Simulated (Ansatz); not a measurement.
# V3AuC antiperovskite: phonon-mediated transition temperature, part 2 of 2

Wanted: λ, ω_log and Tc of V3AuC antiperovskite. The cell shown first is a relaxed one, from steps not shown here.

Ansatz 0.2.0; DFT PBE, scalar-relativistic, plane waves, PAW.

So far, coupling constant λ: step 2 (resistivity: q 2×2×2, k 6×6×6, scattering 8×8×8) 0.208. Also log mean phonon energy ħω_log (meV): step 2 19.2.

The structure was built from a prototype and need not be the compound's stable phase.

## Step 3: Coupling and resistivity: scattering mesh 12×12×12

The next rung changes the scattering mesh, which samples the Fermi surface.

The input, input.yaml:

```yaml
crystal:
  lattice:
    - [3.9998792049, 0.0, 0.0]
    - [0.0, 3.9998792049, 0.0]
    - [0.0, 0.0, 3.9998792049]
  atoms:
    - { symbol: Au, position: [0.0, 0.0, 0.0] }
    - { symbol: V, position: [0.5, 0.5, 0.0] }
    - { symbol: V, position: [0.5, 0.0, 0.5] }
    - { symbol: V, position: [0.0, 0.5, 0.5] }
    - { symbol: C, position: [0.5, 0.5, 0.5] }
kpoints:
  mp_grid: { grid: [6, 6, 6] }
hamiltonian:
  xc: pbe
scf:
  occupations: { method: methfessel_paxton, width: 0.2 }
output:
  eigenvalues: true
phonons:
  method: dfpt
  qmesh: [2, 2, 2]
  temperatures: { t_max: 1000, t_step: 50 }
  qpath:
    path:
      - [[0.0, 0.0, 0.0], [0.0, 0.5, 0.0], [0.5, 0.5, 0.0], [0.0, 0.0, 0.0], [0.5, 0.5, 0.5], [0.0, 0.5, 0.0]]
      - [[0.5, 0.5, 0.5], [0.5, 0.5, 0.0]]
    npoints: 10
  electrical_resistivity:
    mesh: [12, 12, 12]
    temperatures: [20.0, 50.0, 77.0, 100.0, 150.0, 200.0, 300.0, 400.0, 600.0, 800.0]
  superconductivity: { mesh: [12, 12, 12] }
```

Started as:

```console
$ ansatz run input.yaml --threads 4 --pin off --max-ram 16384MiB --backend cpu --events-out ev --progress --plain --runs-dir out
```

Numbers of over 12 decimals in the logs are rounded to 6 here.

Log:

```text
[...]
Crystal: 5 atoms, lattice volume = 63.994 Å³
Basis set: ecut = 420 eV, 1237 PW (Γ), exchange–correlation on 54×54×54 points (8 copies of the dense FFT grid, shifted against one another)
Bands: 38, of which v1, the nominal top of the filled ones, is band 31 counted from 1 (30 counted from 0)
Symmetry: 48 space group operations
k-points: 20 of 216
[...]
SCF iter   1: F=—  HF=-22138.978578 eV  |F-HF|=—  |Δ(HF+E_count)|=         —  Δρ=1.03e-2  dr2=6.29e-2  ethr=1.77e-3  ⟨swp⟩=4.0  Hψ=2264  notcnv=0
[...]
SCF iter  10: F=-22138.965206 eV  HF=-22138.965206 eV  |F-HF|=7.28e-12  |Δ(HF+E_count)|=  3.64e-12  S|Δr|=    0.00e0  Δρ=7.76e-8  dr2=2.68e-12  ethr=1.00e-12  ⟨swp⟩=5.8  Hψ=3040  notcnv=0
SCF 1 converged in 10 iterations: F = -22138.965206 eV  dr2 = 2.68e-12
[...]
SCF iter   5: F=-22138.965206 eV  HF=-22138.965206 eV  |F-HF|=0.00e0  |Δ(HF+E_count)|=    0.00e0  S|Δr|=    0.00e0  Δρ=6.98e-8  dr2=3.48e-12  ethr=1.00e-12  ⟨swp⟩=2.0  Hψ=1136  notcnv=0
SCF 2 converged in 5 iterations: F = -22138.965206 eV  dr2 = 3.48e-12
[...]
NSCF: frozen V_eff on 20 k-points
[...]
SCF iter   1: F=—  HF=-22138.978578 eV  |F-HF|=—  |Δ(HF+E_count)|=         —  Δρ=1.03e-2  dr2=6.29e-2  ethr=1.77e-3  ⟨swp⟩=4.0  Hψ=2264  notcnv=0
[...]
SCF iter  10: F=-22138.965206 eV  HF=-22138.965206 eV  |F-HF|=3.64e-12  |Δ(HF+E_count)|=  3.64e-12  S|Δr|=    0.00e0  Δρ=7.68e-8  dr2=2.61e-12  ethr=1.00e-12  ⟨swp⟩=2.9  Hψ=1500  notcnv=0
SCF 3 converged in 10 iterations: F = -22138.965206 eV  dr2 = 2.61e-12
[...]
SCF converged after 10 iterations
[...]
Free energy (F): -22138.965206 eV
[...]
Internal energy: -22138.979802 eV  (E = F + TS)
E sigma→0 (E₀):  -22138.968855 eV
Entropy (-TS):   0.014596 eV (2.919 meV/atom)
Fermi energy:    17.367637 eV
[...]
--- Band table (eV; the first three rows and the last of 20) ---
  k-point 0: bands = [... 27 lower, 15.9874, 15.9874, 17.2290, 17.2290, 18.7223, 18.7223, 18.9322, 18.9322, ... 3 higher]
  k-point 1: bands = [... 27 lower, 16.1084, 16.1084, 16.9656, 17.3206, 18.4500, 18.6152, 18.6152, 18.6803, ... 3 higher]
  k-point 2: bands = [... 27 lower, 15.7179, 16.0355, 16.0355, 17.5876, 17.7507, 18.2834, 18.2834, 18.5590, ... 3 higher]
  k-point 19: bands = [... 27 lower, 17.0368, 17.0368, 17.1176, 17.1176, 17.1176, 18.2115, 18.2115, 18.2115, ... 3 higher]
[...]
ASR residual: 5.421e-5 → 0.000e0 eV/Å²; symmetrization residual: 4.841e-7 eV/Å²
  ASR residual per site (eV/Å²): 3.77e-5 2.13e-5 2.13e-5 2.13e-5 5.42e-5
[...]
--- Phonons (arbitrary-q DFPT): 4 irreducible q on the 2×2×2 mesh ---
[...]
interpolated dispersion: 62 rows × 15 modes
[...]
--- Electrical resistivity: potentials and phonons of a 2×2×2 supercell ---
[...]
at the Fermi level of each mesh (of a tensor a third of its trace):
[...]
12×12×12                     1.6362              2.8953    0.2132    0.2246          19.121
          6×6×6                     1.5090              2.4051    0.1864    0.2032          17.598
          3×3×3                     1.7767              3.3825    0.2735    0.3157          19.625
  resistivity on the deck's mesh, µΩ·cm:
[...]
20.00     2.6613e-2              no     2.6613e-2     2.6613e-2     2.6613e-2       6.0949e-2         3.6370e-2
     50.00      1.0915e0              no      1.0915e0      1.0915e0      1.0915e0        1.4907e0          1.1282e0
     77.00      3.4465e0              no      3.4465e0      3.4465e0      3.4465e0        4.0280e0          3.3949e0
    100.00      6.0205e0              no      6.0205e0      6.0205e0      6.0205e0        6.6115e0          5.8223e0
    150.00      1.2105e1              no      1.2105e1      1.2105e1      1.2105e1        1.2592e1          1.1539e1
    200.00      1.8218e1              no      1.8218e1      1.8218e1      1.8218e1        1.8669e1          1.7290e1
    300.00      3.0361e1              no      3.0361e1      3.0361e1      3.0361e1        3.1041e1          2.8726e1
    400.00      4.2671e1              no      4.2671e1      4.2671e1      4.2671e1        4.3958e1          4.0326e1
    600.00      6.8352e1              no      6.8352e1      6.8352e1      6.8352e1        7.2043e1          6.4600e1
    800.00      9.5606e1              no      9.5606e1      9.5606e1      9.5606e1        1.0321e2          9.0541e1
[...]
vibrations of 8 cells: unjudged by the run; compare a larger repeat
[...]
--- Superconductivity: potentials and phonons of a 2×2×2 supercell ---
           mesh         λ    ħω_log (meV)  μ* declared at (meV)
       12×12×12    0.2132          19.121               26.519
          6×6×6    0.1864          17.598               24.301
          3×3×3    0.2735          19.625               27.142
  λ by the species' shares of the modes' patterns: Au 0.0646, V 0.1369, C 0.0117
[...]
0.08      0.006         0.006    none_found    none_found    none_found    none_found     none_found
      0.10      0.001         0.001    none_found    none_found    none_found    none_found     none_found
      0.12      0.000         0.000    none_found    none_found    none_found    none_found     none_found
      0.13      0.000         0.000    none_found    none_found    none_found    none_found     none_found
      0.14      0.000         0.000    none_found    none_found    none_found    none_found     none_found
      0.16      0.000         0.000    none_found    none_found    none_found    none_found     none_found
      0.20          -             -    none_found    none_found    none_found    none_found     none_found
  none_found: no transition down to 0.1 K
[...]
vibrations of 8 cells: unjudged by the run; compare a larger repeat
[...]
```

Elapsed: 6.4 min, on 4 threads of Arm Neoverse V1, shared host; peak memory 3.2 GiB; 24 min of CPU time.

This step gave:

- resistivity at 300 K: 30.36 μΩ cm
- coupling constant λ: 0.2132
- density of states at the Fermi level: 1.636 states/eV a spin and cell
- log mean phonon energy ħω_log: 19.12 meV
- transport coupling constant λ_tr: 0.2246, 0.2246, 0.2246 (xx, yy, zz)
- Drude plasma energy: 2.895, 2.895, 2.895 eV (xx, yy, zz)
- resistivity times mean free path: 14.84, 14.84, 14.84 × 10⁻¹⁶ Ω m² (xx, yy, zz)
- second-moment phonon energy ħω₂: 26.52 meV

An empty cell: under 1 mK by a formula, or no transition down to the floor of the Eliashberg search. Transition temperatures:

| μ* | McMillan Tc (K) | Allen–Dynes Tc (K) |
| --- | --- | --- |
| 0.08 | 0.00627 | 0.00631 |
| 0.1 | - | - |
| 0.12 | - | - |
| 0.13 | - | - |
| 0.14 | - | - |
| 0.16 | - | - |
| 0.2 | - | - |

For the coupling constant λ, step 2 gave 0.208; this run, with scattering mesh 12×12×12, gives 0.213 (+2 %).

## Step 4: Resistivity: q 2×2×2, k 8×8×8, scattering 12×12×12

The next rung changes the k mesh of the density and its response.

Changes to input.yaml since step 3:

```diff
@@ -12,3 +12,3 @@
 kpoints:
-  mp_grid: { grid: [6, 6, 6] }
+  mp_grid: { grid: [8, 8, 8] }
 hamiltonian:
```

Log:

```text
[...]
Crystal: 5 atoms, lattice volume = 63.994 Å³
Basis set: ecut = 420 eV, 1237 PW (Γ), exchange–correlation on 54×54×54 points (8 copies of the dense FFT grid, shifted against one another)
Bands: 38, of which v1, the nominal top of the filled ones, is band 31 counted from 1 (30 counted from 0)
Symmetry: 48 space group operations
k-points: 35 of 512
[...]
SCF iter   1: F=—  HF=-22138.975157 eV  |F-HF|=—  |Δ(HF+E_count)|=         —  Δρ=1.04e-2  dr2=6.37e-2  ethr=1.77e-3  ⟨swp⟩=4.1  Hψ=3988  notcnv=0
[...]
SCF iter  10: F=-22138.961640 eV  HF=-22138.961640 eV  |F-HF|=3.64e-12  |Δ(HF+E_count)|=  3.64e-12  S|Δr|=    0.00e0  Δρ=8.04e-8  dr2=3.11e-12  ethr=1.00e-12  ⟨swp⟩=5.7  Hψ=5321  notcnv=0
SCF 1 converged in 10 iterations: F = -22138.961640 eV  dr2 = 3.11e-12
[...]
SCF iter   5: F=-22138.961640 eV  HF=-22138.961640 eV  |F-HF|=1.46e-11  |Δ(HF+E_count)|=  7.28e-12  S|Δr|=    0.00e0  Δρ=8.78e-8  dr2=5.81e-12  ethr=1.00e-12  ⟨swp⟩=1.8  Hψ=2855  notcnv=0
SCF 2 converged in 5 iterations: F = -22138.961640 eV  dr2 = 5.81e-12
[...]
SCF iter   1: F=—  HF=-22138.975157 eV  |F-HF|=—  |Δ(HF+E_count)|=         —  Δρ=1.04e-2  dr2=6.37e-2  ethr=1.77e-3  ⟨swp⟩=4.1  Hψ=3988  notcnv=0
[...]
SCF iter  10: F=-22138.961640 eV  HF=-22138.961640 eV  |F-HF|=3.64e-12  |Δ(HF+E_count)|=  3.64e-12  S|Δr|=    0.00e0  Δρ=7.96e-8  dr2=3.04e-12  ethr=1.00e-12  ⟨swp⟩=3.0  Hψ=2630  notcnv=0
SCF 3 converged in 10 iterations: F = -22138.961640 eV  dr2 = 3.04e-12
[...]
SCF converged after 10 iterations
[...]
Free energy (F): -22138.961640 eV
[...]
Internal energy: -22138.976744 eV  (E = F + TS)
E sigma→0 (E₀):  -22138.965416 eV
Entropy (-TS):   0.015104 eV (3.021 meV/atom)
Fermi energy:    17.381477 eV
Step filling:    the computed levels leave a gap of 0.0021 eV = 0.0 smearing widths at the electron count; against every level under it full and every level over it empty, smearing changes F+E_penalty+E_count by +7.127 meV and its σ→0 estimate by +3.351 meV
[...]
--- Band table (eV; the first three rows and the last of 35) ---
  k-point 0: bands = [... 27 lower, 15.9877, 15.9877, 17.2298, 17.2298, 18.7225, 18.7225, 18.9327, 18.9327, ... 3 higher]
  k-point 1: bands = [... 27 lower, 16.0764, 16.0764, 17.1017, 17.2814, 18.5978, 18.6984, 18.7304, 18.7304, ... 3 higher]
  k-point 2: bands = [... 27 lower, 16.1139, 16.1139, 16.4773, 17.4348, 18.0639, 18.4106, 18.4106, 18.6309, ... 3 higher]
  k-point 34: bands = [... 27 lower, 17.0369, 17.0369, 17.1176, 17.1176, 17.1176, 18.2119, 18.2119, 18.2119, ... 3 higher]
[...]
ASR residual: 5.463e-5 → 0.000e0 eV/Å²; symmetrization residual: 3.699e-7 eV/Å²
  ASR residual per site (eV/Å²): 3.64e-5 2.30e-5 2.30e-5 2.30e-5 5.46e-5
[...]
--- Phonons (arbitrary-q DFPT): 4 irreducible q on the 2×2×2 mesh ---
[...]
interpolated dispersion: 62 rows × 15 modes
[...]
--- Electrical resistivity: potentials and phonons of a 2×2×2 supercell ---
[...]
at the Fermi level of each mesh (of a tensor a third of its trace):
[...]
12×12×12                     1.6377              2.8971    0.2132    0.2247          19.107
          6×6×6                     1.5098              2.4066    0.1863    0.2030          17.592
          3×3×3                     1.7770              3.3826    0.2733    0.3157          19.616
  resistivity on the deck's mesh, µΩ·cm:
[...]
20.00     2.6811e-2              no     2.6811e-2     2.6811e-2     2.6811e-2       6.1169e-2         3.6524e-2
     50.00      1.0937e0              no      1.0937e0      1.0937e0      1.0937e0        1.4908e0          1.1302e0
     77.00      3.4478e0              no      3.4478e0      3.4478e0      3.4478e0        4.0262e0          3.3961e0
    100.00      6.0197e0              no      6.0197e0      6.0197e0      6.0197e0        6.6075e0          5.8220e0
    150.00      1.2098e1              no      1.2098e1      1.2098e1      1.2098e1        1.2582e1          1.1534e1
    200.00      1.8204e1              no      1.8204e1      1.8204e1      1.8204e1        1.8654e1          1.7281e1
    300.00      3.0334e1              no      3.0334e1      3.0334e1      3.0334e1        3.1013e1          2.8707e1
    400.00      4.2630e1              no      4.2630e1      4.2630e1      4.2630e1        4.3916e1          4.0297e1
    600.00      6.8277e1              no      6.8277e1      6.8277e1      6.8277e1        7.1967e1          6.4546e1
    800.00      9.5495e1              no      9.5495e1      9.5495e1      9.5495e1        1.0310e2          9.0457e1
[...]
vibrations of 8 cells: unjudged by the run; compare a larger repeat
[...]
--- Superconductivity: potentials and phonons of a 2×2×2 supercell ---
           mesh         λ    ħω_log (meV)  μ* declared at (meV)
       12×12×12    0.2132          19.107               26.500
          6×6×6    0.1863          17.592               24.292
          3×3×3    0.2733          19.616               27.134
  λ by the species' shares of the modes' patterns: Au 0.0646, V 0.1370, C 0.0117
[...]
0.08      0.006         0.006    none_found    none_found    none_found    none_found     none_found
      0.10      0.001         0.001    none_found    none_found    none_found    none_found     none_found
      0.12      0.000         0.000    none_found    none_found    none_found    none_found     none_found
      0.13      0.000         0.000    none_found    none_found    none_found    none_found     none_found
      0.14      0.000         0.000    none_found    none_found    none_found    none_found     none_found
      0.16      0.000         0.000    none_found    none_found    none_found    none_found     none_found
      0.20          -             -    none_found    none_found    none_found    none_found     none_found
  none_found: no transition down to 0.1 K
[...]
vibrations of 8 cells: unjudged by the run; compare a larger repeat
[...]
```

Wall time 9.5 min (4 threads); peak memory 3.2 GiB.

Numbers from this step:

```yaml
zero_point_energy: 0.2693 eV/cell
highest_frequency_solved_or_plainly_interpolated: 730.7 cm⁻¹
debye_temperature_second_moment: 677 K
resistivity_at_300_k: 30.33 μΩ cm
density_of_states_at_the_fermi_level: 1.638 states/eV a spin and cell
log_mean_phonon_energy_omega_log: 19.11 meV
transport_coupling_constant_lambda_tr: 0.2247, 0.2247, 0.2247 (xx, yy, zz)
drude_plasma_energy: 2.897, 2.897, 2.897 eV (xx, yy, zz)
resistivity_times_mean_free_path: 14.83, 14.83, 14.83 × 10⁻¹⁶ Ω m² (xx, yy, zz)
second_moment_phonon_energy_omega: 26.5 meV
```

An empty cell: under 1 mK by a formula, or no transition down to the floor of the Eliashberg search. Transition temperatures:

| μ* | McMillan Tc (K) | Allen–Dynes Tc (K) |
| --- | --- | --- |
| 0.08 | 0.00629 | 0.00633 |
| 0.1 | - | - |
| 0.12 | - | - |
| 0.13 | - | - |
| 0.14 | - | - |
| 0.16 | - | - |
| 0.2 | - | - |

The Eliashberg function α²F has structure finer than the step of the table below, so its rows give means over 2 meV, whole bins alone (the curve runs from 0.354 to 90.2 meV). Peaks (meV: height): α²F 11.7: 0.130, 17.3: 0.0826, 23.0: 0.111, 27.2: 0.127, 30.1: 0.0842, 43.5: 0.0392, 86.0: 0.0654; α²F tr 11.7: 0.137, 17.3: 0.100, 23.0: 0.117, 27.2: 0.145, 30.1: 0.102, 43.5: 0.0462, 85.3: 0.0771.

Table of Eliashberg function α²F by phonon energy; means over each step:

| phonon energy (meV) | α²F | α²F tr |
| --- | --- | --- |
| 2 | 1.9e-4 | 5.7e-5 |
| 4 | 0.00151 | 6.7e-4 |
| 6 | 0.00433 | 0.00306 |
| 8 | 0.0115 | 0.0107 |
| 10 | 0.0584 | 0.0554 |
| 12 | 0.106 | 0.106 |
| 14 | 0.0158 | 0.0162 |
| 16 | 0.0499 | 0.0615 |
| 18 | 0.0715 | 0.0818 |
| 20 | 0.0454 | 0.0466 |
| 22 | 0.0689 | 0.0736 |
| 24 | 0.0952 | 0.105 |
| 26 | 0.101 | 0.114 |
| 28 | 0.0963 | 0.108 |
| 30 | 0.0772 | 0.0908 |
| 32 | 0.0711 | 0.0814 |
| 34 | 0.0579 | 0.0516 |
| 36 | 0.0415 | 0.0349 |
| 38 | 0.0216 | 0.0222 |
| 40 | 0.0154 | 0.0150 |
| 42 | 0.0209 | 0.0209 |
| 44 | 0.0239 | 0.0298 |
| 46 | 0.00367 | 0.00563 |
| 48 | 9.2e-4 | 9.6e-4 |
| 50 | 7.5e-5 | 7.0e-5 |
| 52 | 0 | 0 |
| 54 | 0 | 0 |
| 56 | 0 | 0 |
| 58 | 0 | 0 |
| 60 | 0 | 0 |
| 62 | 0 | 0 |
| 64 | 0 | 0 |
| 66 | 0 | 0 |
| 68 | 0 | 0 |
| 70 | 0 | 0 |
| 72 | 0 | 0 |
| 74 | 0 | 0 |
| 76 | 0 | 0 |
| 78 | 0 | 0 |
| 80 | 0 | 0 |
| 82 | 0 | 0 |
| 84 | 0.00709 | 0.00860 |
| 86 | 0.0515 | 0.0570 |
| 88 | 0.0322 | 0.0347 |

The Eliashberg function α²F has structure finer than the step of the table below, so its rows give means over 2.5 meV, whole bins alone (the curve runs from 0.354 to 90.2 meV). Peaks (meV: height): α²F 11.68: 0.130, 23.00: 0.111, 27.24: 0.127, 30.07: 0.0842; Au 11.68: 0.117; V 17.34: 0.0677, 23.00: 0.103, 27.24: 0.121, 30.07: 0.0804; C 17.34: 0.0085, 85.97: 0.0638.

Eliashberg function α²F against phonon energy; means over each step:

| phonon energy (meV) | α²F | Au | V | C |
| --- | --- | --- | --- | --- |
| 2.5 | 4.1e-4 | 2.2e-4 | 1.6e-4 | 0 |
| 5.0 | 0.00275 | 0.00169 | 9.8e-4 | 8.0e-5 |
| 7.5 | 0.00879 | 0.00623 | 0.00241 | 1.1e-4 |
| 10.0 | 0.0614 | 0.0513 | 0.00996 | 2.0e-4 |
| 12.5 | 0.0770 | 0.0679 | 0.00905 | 9.1e-5 |
| 15.0 | 0.0286 | 0.00192 | 0.0241 | 0.00264 |
| 17.5 | 0.0712 | 0.00611 | 0.0586 | 0.00645 |
| 20.0 | 0.0460 | 0.00500 | 0.0398 | 0.00124 |
| 22.5 | 0.0819 | 0.00401 | 0.0757 | 0.00214 |
| 25.0 | 0.0906 | 0.00222 | 0.0859 | 0.00244 |
| 27.5 | 0.105 | 0.00177 | 0.0997 | 0.00303 |
| 30.0 | 0.0765 | 0.00118 | 0.0731 | 0.00232 |
| 32.5 | 0.0686 | 9.0e-4 | 0.0655 | 0.00221 |
| 35.0 | 0.0498 | 2.6e-4 | 0.0478 | 0.00171 |
| 37.5 | 0.0261 | 3.8e-6 | 0.0247 | 0.00133 |
| 40.0 | 0.0154 | 0 | 0.0143 | 0.00104 |
| 42.5 | 0.0254 | 0 | 0.0246 | 6.9e-4 |
| 45.0 | 0.0113 | 0 | 0.0110 | 2.2e-4 |
| 47.5 | 0.00134 | 0 | 0.00132 | 1.8e-5 |
| 50.0 | 1.0e-4 | 0 | 1.0e-4 | 0 |
| 52.5 | 0 | 0 | 0 | 0 |
| 55.0 | 0 | 0 | 0 | 0 |
| 57.5 | 0 | 0 | 0 | 0 |
| 60.0 | 0 | 0 | 0 | 0 |
| 62.5 | 0 | 0 | 0 | 0 |
| 65.0 | 0 | 0 | 0 | 0 |
| 67.5 | 0 | 0 | 0 | 0 |
| 70.0 | 0 | 0 | 0 | 0 |
| 72.5 | 0 | 0 | 0 | 0 |
| 75.0 | 0 | 0 | 0 | 0 |
| 77.5 | 0 | 0 | 0 | 0 |
| 80.0 | 0 | 0 | 0 | 0 |
| 82.5 | 0 | 0 | 0 | 0 |
| 85.0 | 0.0332 | 0 | 6.2e-4 | 0.0326 |
| 87.5 | 0.0356 | 0 | 0.00287 | 0.0327 |

## Step 5: What came out

```json
{
 "meshes": "q 2×2×2, k 8×8×8, scattering 12×12×12",
 "coupling constant λ": "0.213",
 "log mean phonon energy ħω_log": "19.1 meV"
}
```

In the last run (PBE, q 2×2×2, k 8×8×8, scattering 12×12×12), with λ = 0.21 and ħω_log = 19.1 meV, Tc at μ* = 0.13 is under 1 mK by the formulas. In that run Allen and Dynes's formula gives no transition above 0.05 K at μ* = 0.10 or more. By the run's own test λ is not converged in the fine mesh: it moves by 13 % between the two finest. The run's transport test calls it not converged in the mesh; ρ(300 K) moves by 22 % in the component that moves most. Over the runs, λ takes the values 0.208, 0.213 and 0.213, in the order shown. No spin–orbit coupling, which matters for Au. The structure is a hand-built model. The compound is a prototype filled by a generator; whether it can be made, and whether it orders so, was not tested. μ* is a typed number, phonons are harmonic, and spin fluctuations are left out; with λ this near or under μ*(1 + 0.62 λ), the formulas give Tc only to its order of magnitude, or none.

[Logs are printed without paths, hosts, clocks, repeated set-up lines and the standing remarks that a program may print on its own settings, such as how far it seeks lower states.]

[Hosts, paths, dates, database ids (printed as entryN), source tags and the programs' standing remarks are cut or masked in the printed files.]
